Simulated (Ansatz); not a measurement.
## CsH (Pm-3m): phonons against volume

Aim: how the vibrations of CsH shift with volume, and the expansion that follows. The starting cell is a computed one from a database.

Main program and level: Ansatz 0.2.0; DFT LDA, scalar-relativistic, plane waves, PAW.

## 1. Set-up

It takes space group Pm-3m (No. 221, cubic). The conventional cell has a = 3.818 Å, b = 3.818 Å, c = 3.818 Å, α = 90.00°, β = 90.00°, γ = 90.00°. Nearest to Cs lie 8 H at 3.31 Å. Nearest to H lie 8 Cs at 3.31 Å. Farther neighbours are not listed.

Coordinates:

```cif
data_structure
_symmetry_space_group_name_H-M 'Pm-3m'
_symmetry_Int_Tables_number 221
_cell_length_a 3.8184
_cell_length_b 3.8184
_cell_length_c 3.8184
_cell_angle_alpha 90.000
_cell_angle_beta 90.000
_cell_angle_gamma 90.000
_cell_volume 55.67
loop_
_atom_site_label
_atom_site_type_symbol
_atom_site_symmetry_multiplicity
_atom_site_Wyckoff_symbol
_atom_site_fract_x
_atom_site_fract_y
_atom_site_fract_z
_atom_site_occupancy
Cs1 Cs 1 a 0.00000 0.00000 0.00000 1
H1 H 1 b 0.50000 0.50000 0.50000 1
```

## 2. Probe on a coarse mesh

A cheap single point shows whether the cell is a metal or an insulator and how far it is from rest; that sets the k-mesh and the occupations of what follows.

input.yaml reads:

```yaml
crystal:
  lattice:
    - [3.81840854, 0.0, 0.0]
    - [0.0, 3.81840854, 0.0]
    - [0.0, 0.0, 3.81840854]
  atoms:
    - { symbol: Cs, position: [0.0, 0.0, 0.0] }
    - { symbol: H, position: [0.5, 0.5, 0.5] }
kpoints:
  mp_grid: { grid: [6, 6, 6] }
hamiltonian:
  xc: lda
scf:
  occupations: { method: gaussian, width: 0.1 }
output:
  forces: true
  stress: true
  eigenvalues: true
```

Command:

```
ansatz run input.yaml --threads 2 --pin off --max-ram 5120MiB --backend cpu --events-out ev --progress --plain --runs-dir out
```

Numbers of over 12 decimals in the logs are rounded to 6 here.

The log of the run:

```text
Engine: ansatz 0.2.0, aarch64-unknown-linux-gnu
Pseudopotentials: kind: paw
Pseudopotential: Cs, paw, valence charge 9, recommended cutoff 420 eV (normal), Cs.paw.azcp
Pseudopotential: H, paw, valence charge 1, recommended cutoff 420 eV (normal), H.paw.azcp
Functional definition: SPW92
  exchange = slater_x
  correlation = pw_c
Crystal: 2 atoms, lattice volume = 55.673 Å³
Basis set: ecut = 420 eV, 1045 PW (Γ)
Bands: 9, of which v1, the nominal top of the filled ones, is band 5 counted from 1 (4 counted from 0)
Symmetry: 48 space group operations
Space group: Pm-3m (ITA 221), of the structure as read, at distance tolerance 3.8e-5 Å
k-points: 20 of 216
Non-local potential: Cs, projectors of the file, l = 0: 3, l = 1: 2, l = 2: 2, l = 3: 2
Non-local potential: H, projectors of the file, l = 0: 2, l = 1: 1
PAW form: soft (Blöchl's): semilocal exchange-correlation on the pseudo side does not see the compensation charge
PAW frozen core: Cs, regenerated for the run's functional, and the local potential with it (the file was generated under x = pbe(κ = 0.804, μ = 0.219515), c = pbe(β = 0.066725))
PAW one-centre angular grid: Cs, 194 points (default); XC on 64 Gauss nodes
PAW one-centre angular grid: H, 110 points (default); XC on 64 Gauss nodes
Initial density: superposition of atomic densities (neutral atoms: chi_scale 0, normalization atom), corrected by the library's trained network
Initial wavefunctions: pseudopotential atomic-orbital guess
Functional: x = slater, c = lda
SCF iter   1: F=—  HF=-5520.924398 eV  |F-HF|=—  |Δ(HF+E_count)|=         —  Δρ=8.70e-3  dr2=5.09e-2  ethr=1.77e-3  ⟨swp⟩=5.9  Hψ=1448  notcnv=0
preconditioner: auto → none  [insulator: Δε(μ)=2.018 eV  Ē_g=11.640 eV  σ=0.100 eV  W_gap=1.00  n_scr=6 (ndim 8)  ℏωp=14.1 eV  f_vac=0.000  D(μ)=0.00/eV (n_scr^D=0)  ε∞_Penn≈2.5]
SCF iter   2: F=—  HF=-5520.906365 eV  |F-HF|=—  |Δ(HF+E_count)|=   1.80e-2  Δρ=1.48e-3  dr2=1.04e-3  ethr=5.09e-4  ⟨swp⟩=2.0  Hψ=403  notcnv=0
SCF iter   3: F=—  HF=-5520.906149 eV  |F-HF|=—  |Δ(HF+E_count)|=   2.17e-4  Δρ=5.89e-4  dr2=1.32e-4  ethr=1.04e-5  ⟨swp⟩=1.2  Hψ=185  notcnv=0
SCF iter   4: F=—  HF=-5520.906141 eV  |F-HF|=—  |Δ(HF+E_count)|=   7.78e-6  Δρ=8.60e-5  dr2=1.76e-6  ethr=1.32e-6  ⟨swp⟩=2.1  Hψ=266  notcnv=0
SCF iter   5: F=—  HF=-5520.906142 eV  |F-HF|=—  |Δ(HF+E_count)|=   7.06e-7  Δρ=1.45e-5  dr2=1.23e-7  ethr=1.76e-8  ⟨swp⟩=2.0  Hψ=261  notcnv=0
SCF iter   6: F=-5520.906141 eV  HF=-5520.906141 eV  |F-HF|=1.00e-11  |Δ(HF+E_count)|=   6.02e-8  Δρ=1.11e-6  dr2=5.89e-10  ethr=1.00e-9  ⟨swp⟩=5.0  Hψ=918  notcnv=0
SCF 1 converged in 6 iterations: F = -5520.906141 eV  dr2 = 5.89e-10
  greatest PAW one-centre occupation: 0.928 electrons in one spin orbital (limit 2), on the Cs atom at site 0 (counted from 0), in its partial waves of l = 0
SCF converged after 6 iterations
Free energy (F): -5520.906141 eV
Harris-Foulkes:  -5520.906141 eV  (|F-HF|=1.00e-11)
Internal energy: -5520.906141 eV  (E = F + TS)
E sigma→0 (E₀):  -5520.906141 eV
Fermi energy:    5.359833 eV
--- Per-component energies (eV) ---
  E_band       = -53.910630
  E_kinetic    = 154.663968
  E_local      = -237.113426  (includes V_loc(G=0)·N_el)
  E_nonlocal   = 33.695808
  E_hartree    = 78.181082
  E_xc         = -181.456173
  E_vxc        = -137.908703  (∫ρ·V_xc dr)
  E_paw        = -4903.238850  (= ΣΔE_a)
  E_vpaw       = -23.609604  (= ΣTr[D̂ρ^β])
  E_aug_tail   = -0.000990  (compensation charges beyond the density's cutoff)
  E_ewald      = -465.908117
  E_core_change = 0.270556  (= ΣΔE_core)
  E_smearing   = -0.000000  (= −TS)
  E_closure    = -0.000000  (closes the sum)
  Σ components = -5520.906141   (vs F -5520.906141, Δ=0.00e0)
--- Forces (eV/Å), atoms counted from 1 ---
  atom   1  Cs     0.00000000     0.00000000     0.00000000
  atom   2  H      0.00000000    -0.00000000    -0.00000000
  max |Σ_I F_I| component: 4.11e-30 eV/Å
--- Stress (GPa, compression-positive) ---
       -1.939488       0.000000       0.000000
        0.000000      -1.939488       0.000000
        0.000000       0.000000      -1.939488
  P = ⅓ Tr σ = -1.9395 GPa (-19.395 kbar)
--- Band table (eV; the first three rows and the last of 20) ---
  k-point 0: bands = ["-17.6989", "-3.6944", "-3.6944", "-3.6944", "2.1002", "7.3166", "7.3166", "11.1896", "13.5956"]
  k-point 1: bands = ["-17.6605", "-4.1559", "-3.6553", "-3.6553", "2.5221", "7.4795", "7.7729", "10.5615", "11.9080"]
  k-point 2: bands = ["-17.5815", "-4.9233", "-3.5749", "-3.5749", "3.3800", "7.2642", "7.8700", "10.5995", "10.5995"]
  k-point 19: bands = ["-17.2471", "-4.6984", "-4.6984", "-4.6984", "4.2131", "6.6993", "6.6993", "6.6993", "14.9689"]
```

It took 0.94 s on 2 threads of Arm Neoverse V2, shared host; peak memory 0.27 GiB.

This step gave:

* pressure: -1.939 GPa
* gap on the k-mesh: 2.298 eV
* volume per atom: 27.84 Å³

The start is under -1.9 GPa at this level and looks like an insulator or semiconductor on this mesh.

## 3. Relaxation

The vibrations must be taken about the equilibrium of this functional, not about the starting cell, so the structure is relaxed.

input.yaml, the sections that differ from step 2:

```yaml
kpoints:
  mp_grid: { grid: [8, 8, 8] }
scf:
  occupations: { method: gaussian, width: 0.02 }
output:
  forces: true
  stress: true
  eigenvalues: true
  write_density: true
  write_potential: true
  elf: true
  volumetric_format: npy
relax:
  adjacent_minimum: "off"
  f_tol: 0.005
  max_steps: 80
  cell: { stress_tol: 0.05 }
# crystal, hamiltonian: as in step 2
```

The log of the run:

```text
[...]
Crystal: 2 atoms, lattice volume = 55.673 Å³
Basis set: ecut = 420 eV, 1045 PW (Γ)
Bands: 9, of which v1, the nominal top of the filled ones, is band 5 counted from 1 (4 counted from 0)
Symmetry: 48 space group operations
[...]
k-points: 35 of 512
[...]
SCF iter   1: F=—  HF=-5520.924531 eV  |F-HF|=—  |Δ(HF+E_count)|=         —  Δρ=8.71e-3  dr2=5.10e-2  ethr=1.77e-3  ⟨swp⟩=6.7  Hψ=2743  notcnv=0
[...]
SCF iter   6: F=-5520.906248 eV  HF=-5520.906248 eV  |F-HF|=3.45e-10  |Δ(HF+E_count)|=   7.10e-8  Δρ=1.47e-6  dr2=1.08e-9  ethr=1.00e-9  ⟨swp⟩=8.9  Hψ=2254  notcnv=0
SCF 1 converged in 6 iterations: F = -5520.906248 eV  dr2 = 1.08e-9
[...]
relax step   1: F+E_penalty+E_count = -5520.90624836 eV  Δ(F+E_penalty+E_count) = +0.000e0 eV  max|allowed force component| = 2.383e-30 eV/Å  Δτ_max = 0.0000 Å  P = -1.940 GPa  Ω = 55.673 Å³  (6 SCF iters, dr2 threshold 1.00e-7 eV, accepted)
Crystal: 2 atoms, lattice volume = 51.709 Å³
Basis set: ecut = 420 eV, 1021 PW (Γ)
[...]
iter 1 solved again at ethr=7.29e-5 eV; its pass at ethr=3.10e-3 eV (dr2=7.29e-3 eV) is discarded
[...]
SCF iter   4: F=-5520.945570 eV  HF=-5520.945571 eV  |F-HF|=1.45e-7  |Δ(HF+E_count)|=   3.41e-7  Δρ=1.63e-5  dr2=1.97e-7  ethr=2.00e-9  ⟨swp⟩=7.1  Hψ=2278  notcnv=0
SCF 2 converged in 4 iterations: F = -5520.945570 eV  dr2 = 1.97e-7
relax step   2: F+E_penalty+E_count = -5520.94557036 eV  Δ(F+E_penalty+E_count) = -3.932e-2 eV  max|allowed force component| = 7.231e-31 eV/Å  Δτ_max = 0.0000 Å  P = -1.122 GPa  Ω = 51.709 Å³  energy of the carried Pulay correction = +6.575e-4 eV  (4 SCF iters, dr2 threshold 2.00e-7 eV, accepted)
Crystal: 2 atoms, lattice volume = 47.114 Å³
Basis set: ecut = 420 eV, 925 PW (Γ)
[...]
SCF iter   6: F=-5520.957990 eV  HF=-5520.957990 eV  |F-HF|=8.96e-9  |Δ(HF+E_count)|=   2.07e-7  Δρ=5.17e-6  dr2=1.20e-8  ethr=2.00e-9  ⟨swp⟩=9.3  Hψ=2338  notcnv=0
SCF 3 converged in 6 iterations: F = -5520.957990 eV  dr2 = 1.20e-8
relax step   3: F+E_penalty+E_count = -5520.95798991 eV  Δ(F+E_penalty+E_count) = -1.242e-2 eV  max|allowed force component| = 2.301e-30 eV/Å  Δτ_max = 0.0000 Å  P = +0.456 GPa  Ω = 47.114 Å³  energy of the carried Pulay correction = +1.483e-3 eV  (6 SCF iters, dr2 threshold 2.00e-7 eV, accepted)
[...]
relax step   4: F+E_penalty+E_count = -5520.95931131 eV  Δ(F+E_penalty+E_count) = -1.321e-3 eV  max|allowed force component| = 9.532e-31 eV/Å  Δτ_max = 0.0000 Å  P = +0.013 GPa  Ω = 48.173 Å³  energy of the carried Pulay correction = +1.287e-3 eV  (4 SCF iters, dr2 threshold 2.00e-7 eV, accepted)
[...]
SCF iter   1: F=—  HF=-5520.958439 eV  |F-HF|=—  |Δ(HF+E_count)|=         —  Δρ=1.42e-4  dr2=9.55e-7  ethr=2.53e-6  ⟨swp⟩=2.9  Hψ=3536  notcnv=0
eigensolver tolerance schedule: the retry pair's looser diagonalisation over-reported the residual by 264.53 of it (diagonalisation noise at 0.28 of the residual, at the tolerance the schedule requests for it); recorded, not acted on — ethr = c·dr2/N_el stays at c = 1.0e-1
[...]
SCF iter   2: F=—  HF=-5520.958441 eV  |F-HF|=—  |Δ(HF+E_count)|=   2.60e-6  Δρ=7.03e-5  dr2=2.06e-7  ethr=9.55e-9  ⟨swp⟩=2.1  Hψ=396  notcnv=0
[...]
SCF iter   4: F=-5520.958442 eV  HF=-5520.958442 eV  |F-HF|=6.37e-12  |Δ(HF+E_count)|=   2.41e-9  Δρ=2.63e-7  dr2=1.93e-11  ethr=1.00e-12  ⟨swp⟩=4.8  Hψ=1554  notcnv=0
SCF 5 converged in 4 iterations: F = -5520.958442 eV  dr2 = 1.93e-11
relax step   5: F+E_penalty+E_count = -5520.95844201 eV  Δ(F+E_penalty+E_count) = +8.693e-4 eV  max|allowed force component| = 1.150e-31 eV/Å  Δτ_max = 0.0000 Å  P = -0.003 GPa  Ω = 48.173 Å³  stress off target by 3.31e-3 GPa  SCF on the basis re-selected at this cell (its energy is not comparable with the rows above)  (4 SCF iters)
basis re-selected at this cell: Δ(F+E_penalty+E_count) = +8.693e-4 eV, ΔP = -0.016 GPa vs the last step (what re-selecting the basis moved, of the pressure what is left beyond the Pulay correction that the steps carried, after the strain that the cell walked since its last selection, with what the two solves' SCF thresholds leave and, on support functions, any second-order correction that the steps lacked; it is no measure of the basis error at this ecutwfc). The dense FFT grid was sized anew with the basis: this SCF ran on 25×25×25 points, the steps before it on 27×27×27, so part of this shift can come from that change (see relax.cell in the input reference). [rest of the remark cut]
SCF converged after 4 iterations
Free energy (F): -5520.958442 eV
[...]
Internal energy: -5520.958442 eV  (E = F + TS)
E sigma→0 (E₀):  -5520.958442 eV
Fermi energy:    6.535026 eV
[...]
--- Stress (GPa, compression-positive) ---
       -0.003313      -0.000000       0.000000
       -0.000000      -0.003313       0.000000
        0.000000       0.000000      -0.003313
  P = ⅓ Tr σ = -0.0033 GPa (-0.033 kbar)
--- Band table (eV; the first three rows and the last of 35) ---
[...]
--- Relaxed structure (4 steps of the walk, 4 accepted, 1 SCFs on fresh bases) ---
  F+E_penalty+E_count = -5520.95844201 eV   max|allowed force component| = 1.150e-31 eV/Å   (the final SCF, on the basis selected at the relaxed cell)
  cell:  # Å, volume = 48.1729 Å³
    - [3.638599, 0, 0]
    - [0, 3.638599, 0]
    - [0, 0, 3.638599]
  atoms:
    - { symbol: Cs, position: [0, 0, 0] }
    - { symbol: H, position: [0.5, 0.5, 0.5] }
```

Elapsed: 3.8 s, on 2 threads; peak memory 0.31 GiB; 6.8 s of CPU time.

Relaxation path:

| step | energy less that of the first step (eV) | largest force component (eV/Å) | pressure (GPa) | volume (Å³) |
| --- | --- | --- | --- | --- |
| 1 | 0.0000 | 0.0000 | -1.94 | 55.67 |
| 2 | -0.0393 | 0.0000 | -1.12 | 51.71 |
| 3 | -0.0517 | 0.0000 | 0.46 | 47.11 |
| 4 | -0.0531 | 0.0000 | 0.01 | 48.17 |
| 5* | -0.0522 | 0.0000 | 0.00 | 48.17 |

Relaxation steps marked * repeat the geometry before them on a plane-wave basis chosen anew for their cell, so energy and pressure can jump there.

Forces are held to the 48 operations that the run works with; a distortion that breaks them can't arise in this run.

| conventional cell, symmetrised | before | after | change |
| --- | --- | --- | --- |
| a (Å) | 3.818 | 3.639 | -4.7 % |
| b (Å) | 3.818 | 3.639 | -4.7 % |
| c (Å) | 3.818 | 3.639 | -4.7 % |
| volume (Å³/atom) | 27.84 | 24.09 | -13.5 % |

The relaxed structure:

```cif
data_structure
_symmetry_space_group_name_H-M 'P 1'
_symmetry_Int_Tables_number 1
_cell_length_a 3.6386
_cell_length_b 3.6386
_cell_length_c 3.6386
_cell_angle_alpha 90.000
_cell_angle_beta 90.000
_cell_angle_gamma 90.000
_cell_volume 48.17
loop_
_atom_site_label
_atom_site_type_symbol
_atom_site_fract_x
_atom_site_fract_y
_atom_site_fract_z
_atom_site_occupancy
Cs1 Cs 0.00000 0.00000 0.00000 1
H2 H 0.50000 0.50000 0.50000 1
```

This step gave:

* pressure: -0.003313 GPa
* gap on the k-mesh: 2.420 eV
* volume per atom: 24.09 Å³

Valence density in the ac plane at fractional y = 0.000, with atoms of Cs within 0.2 Å of it. It is the smooth field of the valence electrons, not physical close to the nuclei.

Values in e/Å³, 14 rows by 14 columns, each cell a mean:
```
0.3 0.6 1.1 1.0 0.6 0.2 0.1 0.1 0.1 0.3 0.6 1.1 1.0 0.5
0.9 1.0 1.1 0.8 0.4 0.2 0.1 0.1 0.1 0.2 0.5 0.9 1.1 1.0
1.1 1.1 0.9 0.5 0.3 0.1 0.1 0.0 0.1 0.2 0.3 0.6 0.9 1.1
0.7 0.6 0.5 0.3 0.1 0.1 0.0 0.0 0.0 0.1 0.2 0.3 0.5 0.6
0.3 0.3 0.2 0.1 0.1 0.0 0.0 0.0 0.0 0.1 0.1 0.2 0.2 0.3
0.1 0.1 0.1 0.1 0.0 0.0 0.0 0.0 0.0 0.0 0.0 0.1 0.1 0.1
0.1 0.1 0.1 0.0 0.0 0.0 0.0 0.0 0.0 0.0 0.0 0.0 0.1 0.1
0.1 0.1 0.1 0.1 0.0 0.0 0.0 0.0 0.0 0.0 0.0 0.1 0.1 0.1
0.3 0.2 0.2 0.1 0.1 0.0 0.0 0.0 0.0 0.0 0.1 0.1 0.2 0.2
0.6 0.5 0.4 0.2 0.1 0.1 0.0 0.0 0.0 0.1 0.1 0.3 0.4 0.6
1.0 1.0 0.7 0.4 0.2 0.1 0.1 0.0 0.1 0.1 0.3 0.5 0.8 1.0
1.0 1.1 1.1 0.7 0.4 0.2 0.1 0.1 0.1 0.2 0.5 0.9 1.1 1.1
0.4 0.7 1.1 1.0 0.5 0.2 0.1 0.1 0.1 0.3 0.6 1.1 1.0 0.6
0.0 0.4 1.0 1.0 0.6 0.3 0.1 0.1 0.1 0.3 0.7 1.1 0.9 0.3
```
Columns run along a (3.6 Å), rows up along c (3.6 Å). Atoms in or near the plane, at fractional coordinates: Cs at (0.00, 0.00).

Electrostatic potential energy in the ac plane at fractional y = 0.000, with atoms of Cs within 0.2 Å of it. With pseudopotentials it is smooth inside the atoms' cores, unlike the true potential.

Ten even steps from '_' (-20 eV) to '@' (9 eV), each cell a mean:
```
....____==##%%%%%%##--____..
______::++%%%%@@%%##==______
____..==##%%@@@@@@%%**--____
::--++##%%@@@@@@@@@@%%**==--
**####%%@@@@@@@@@@@@@@%%####
%%%%%%@@@@@@@@@@@@@@@@@@%%%%
%%%%@@@@@@@@@@@@@@@@@@@@@@%%
%%%%%%@@@@@@@@@@@@@@@@@@%%%%
####%%%%@@@@@@@@@@@@@@%%%%##
--==**##%%@@@@@@@@@@%%##++==
____::++##%%@@@@@@%%##==::__
______::**%%%%@@%%##++..____
..______==##%%%%%%##--____..
::..____--##%%%%%%**::____..
```
Columns run along a (3.6 Å; values clipped at the 3rd and 97th percentile), rows up along c (3.6 Å). Atoms in or near the plane, at fractional coordinates: Cs at (0.00, 0.00).

ELF in the ac plane at fractional y = 0.000, with atoms of Cs within 0.2 Å of it. It is the smooth field of the valence electrons, not physical close to the nuclei.

Values, 14 rows by 14 columns, each cell a mean:
```
0.07 0.24 0.67 0.88 0.85 0.60 0.15 0.04 0.26 0.70 0.87 0.85 0.57 0.16
0.46 0.62 0.82 0.88 0.81 0.50 0.11 0.04 0.19 0.61 0.83 0.88 0.78 0.57
0.83 0.85 0.88 0.84 0.68 0.33 0.07 0.03 0.12 0.43 0.73 0.86 0.88 0.85
0.88 0.87 0.82 0.67 0.41 0.14 0.04 0.02 0.05 0.20 0.47 0.73 0.83 0.87
0.73 0.69 0.57 0.36 0.17 0.06 0.03 0.03 0.03 0.08 0.20 0.43 0.61 0.70
0.28 0.25 0.18 0.09 0.05 0.03 0.03 0.03 0.03 0.03 0.05 0.12 0.19 0.26
0.05 0.04 0.03 0.03 0.02 0.03 0.03 0.03 0.03 0.03 0.02 0.03 0.04 0.04
0.17 0.14 0.10 0.05 0.03 0.03 0.03 0.03 0.03 0.03 0.04 0.07 0.11 0.15
0.63 0.58 0.46 0.26 0.12 0.05 0.03 0.03 0.03 0.06 0.14 0.33 0.50 0.60
0.86 0.85 0.79 0.61 0.35 0.12 0.03 0.02 0.05 0.17 0.41 0.68 0.81 0.85
0.87 0.88 0.88 0.81 0.61 0.26 0.05 0.03 0.09 0.36 0.67 0.84 0.88 0.88
0.59 0.71 0.84 0.88 0.79 0.46 0.10 0.03 0.18 0.57 0.82 0.88 0.82 0.67
0.12 0.31 0.71 0.88 0.85 0.58 0.14 0.04 0.25 0.69 0.87 0.85 0.62 0.24
0.02 0.12 0.59 0.87 0.86 0.63 0.17 0.05 0.28 0.73 0.88 0.83 0.46 0.07
```
Columns run along a (3.6 Å), rows up along c (3.6 Å). Atoms in or near the plane, at fractional coordinates: Cs at (0.00, 0.00).

The relaxation ends with a pressure of 0.00 GPa.

(Part 1 of 4 ends here.)

[Logs are printed without paths, hosts, clocks, repeated set-up lines and the standing remarks that a program may print on its own settings, such as how far it seeks lower states.]

[Hosts, paths, dates, database ids (printed as entryN), source tags and the programs' standing remarks are cut or masked in the printed files.]

[A step with changed settings may run another functional than the one named; its input shows which.]


